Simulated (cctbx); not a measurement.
# Finding the light atoms

Cell a = 5.2820 Å, b = 5.4170 Å, c = 7.8520 Å, α = 90.06°, β = 91.11°, γ = 91.01°; space group P-1 (no. 2); content Re2 Ga2 Cr4 O12. The heavier atoms are placed; O is still missing.

Simulated single-crystal data (cctbx): Mo Kα, λ = 0.71073 Å, to d = 0.77 Å, 80 % of the full sphere, strongest reflection 70000 counts, noise from counting, a 4 % proportional error and a noise floor of 15 counts (s.d.); no absorption.

Refinement without O (map in e/Å³):

```text
Rint 0.026, 985 unique reflections to 0.77 A
cycle     R1     wR2    GooF  max shift (A)
   1  0.2263  0.5678  12.547   0.06036
   4  0.1506  0.4066   8.984   0.00015
final R1 0.1506 wR2 0.4066 GooF 8.984  parameters 12  data/parameter 82.1
atom        x        y        z      Ueq    occ   su(xyz)  su(Uiso or U11)
Re1    0.50000  0.00000  0.00000   0.0001  1.000  0.00000  0.0009
Re2    0.00000  0.50000  0.50000   0.0001  1.000  0.00000  0.0009
Ga1    0.50000  0.00000  0.50000   0.0009  1.000  0.00000  0.0014
Ga2    0.00000  0.50000  0.00000   0.0002  1.000  0.00000  0.0014
Cr1    0.49433  0.54408  0.74891   0.0086  1.000  0.00150  0.0016
Cr2    0.99769  0.97050  0.23803   0.0013  1.000  0.00124  0.0014
difference map: max 33.96 min -11.97 rms 2.46
Q1    0.5000  0.0000  0.0000    1   35.23  0.00 A from Re1
Q2    0.0000  0.5000  0.5000    1   22.30  0.00 A from Re2
Q3    0.3009  0.3253  0.5566    2   17.73  1.91 A from Re2
Q4    0.9962  0.0841  0.7772    2   17.30  0.32 A from Cr2
Q5    0.1224  0.5714  0.2736    2   17.13  1.94 A from Re2
Q6    0.3818  0.0686  0.2317    2   16.83  1.97 A from Re1
Q7    0.1841  0.8123  0.9399    2   15.67  1.99 A from Re1
Q8    0.1828  0.7897  0.5741    2   15.54  1.91 A from Re2
```

The data are simulated with cctbx, not measured: neutrons of λ = 1.17 Å, to d = 0.7 Å, 80 % of the full sphere, strongest reflection 5000 counts, noise from counting, a 4 % proportional error and a noise floor of 15 counts (s.d.); no absorption.

Refinement without O (map in fm/Å³; only maxima are listed):

```text
Rint 0.044, 1320 unique reflections to 0.70 A
cycle     R1     wR2    GooF  max shift (A)
   1  0.6292  0.8577  11.527   0.07863
   8  0.4788  0.8033  10.796   0.14610
final R1 0.5275 wR2 0.8297 GooF 11.150  parameters 12  data/parameter 110.0
atom        x        y        z      Ueq    occ   su(xyz)  su(Uiso or U11)
Re1    0.50000  0.00000  0.00000   0.0161  1.000  0.00000  0.0031
Re2    0.00000  0.50000  0.50000   0.0001  1.000  0.00000  0.0022
Ga1    0.50000  0.00000  0.50000   0.1088  1.000  0.00000  0.0312
Ga2    0.00000  0.50000  0.00000   0.0155  1.000  0.00000  0.0034
Cr1    0.49281  0.54486  0.77341   0.0177  1.000  0.00548  0.0050
Cr2    0.98937  0.94490  0.25318   0.0116  1.000  0.00473  0.0042
difference map: max 56.83 min -14.30 rms 3.21
Q1    0.0000  0.5000  0.5000    1   59.40  0.00 A from Re2
Q2    0.0000  0.5000  0.0000    1   35.93  0.00 A from Ga2
Q3    0.5000  0.0000  0.0000    1   25.64  0.00 A from Re1
Q4    0.3745  0.0754  0.2255    2   23.21  1.95 A from Re1
Q5    0.4964  0.4379  0.2604    2   22.80  0.29 A from Cr1
Q6    0.2987  0.3270  0.5562    2   20.32  1.89 A from Re2
Q7    0.1830  0.8188  0.9455    2   20.01  1.97 A from Re1
Q8    0.0187  0.9523  0.2245    2   18.45  0.28 A from Cr2
```

**Question.** Where is O, and which data fix it better?

O sits at (0.8752, 0.4234, 0.7302), (0.3778, 0.0733, 0.2309), (0.3007, 0.3220, 0.5586), (0.8124, 0.1838, 0.0572), (0.3342, 0.2883, 0.9115) and (0.8214, 0.2048, 0.4263). Adding it takes R1 from 0.151 to 0.030 with X-rays and from 0.527 to 0.051 with neutrons. Its largest coordinate s.u. is 0.00154 with X-rays and 0.00042 with neutrons, so neutrons fix it better in these data. In the X-ray map Q3, Q5, Q6, Q7 and Q8 mark it. In the neutron map Q4, Q6 and Q7 mark it.

Final neutron refinement:

```text
Rint 0.044, 1320 unique reflections to 0.70 A
cycle     R1     wR2    GooF  max shift (A)
   1  0.1722  0.3506   4.755   0.05408
   2  0.0510  0.1123   1.523   0.00017
final R1 0.0510 wR2 0.1123 GooF 1.523  parameters 36  data/parameter 36.7
atom        x        y        z      Ueq    occ   su(xyz)  su(Uiso or U11)
Re1    0.50000  0.00000  0.00000   0.0056  1.000  0.00000  0.0002
Re2    0.00000  0.50000  0.50000   0.0089  1.000  0.00000  0.0002
Ga1    0.50000  0.00000  0.50000   0.0104  1.000  0.00000  0.0003
Ga2    0.00000  0.50000  0.00000   0.0113  1.000  0.00000  0.0003
Cr1    0.49129  0.54936  0.74812   0.0148  1.000  0.00048  0.0004
Cr2    0.99591  0.96121  0.23461   0.0119  1.000  0.00045  0.0004
O1     0.87501  0.42338  0.73018   0.0194  1.000  0.00034  0.0003
O2     0.37734  0.07363  0.23094   0.0147  1.000  0.00030  0.0003
O3     0.30101  0.32207  0.55849   0.0140  1.000  0.00030  0.0003
O4     0.81258  0.18378  0.05729   0.0198  1.000  0.00035  0.0003
O5     0.33448  0.28833  0.91136   0.0281  1.000  0.00042  0.0004
O6     0.82137  0.20499  0.42640   0.0192  1.000  0.00034  0.0003
difference map: max 2.62 min -2.06 rms 0.32
Q1    0.2616  0.7816  0.5926    2    2.74  0.47 A from O6
Q2    0.1003  0.8134  0.5481    2    2.58  0.47 A from O6
Q3    0.2270  0.8171  0.8913    2    2.24  0.46 A from O4
Q4    0.0551  0.5120  0.4613    2    2.21  0.43 A from Re2
Q5    0.1538  0.8196  0.9933    2    1.76  0.44 A from O4
Q6    0.3194  0.3621  0.8848    2    1.63  0.46 A from O5
```

This is a model crystal, built by substitution and not relaxed, with assumed displacement parameters.

[Middle refinement cycles are left out of these outputs.]

[Logs are printed without paths, hosts, clocks, repeated set-up lines and the standing remarks that a program may print on its own settings, such as how far it seeks lower states.]
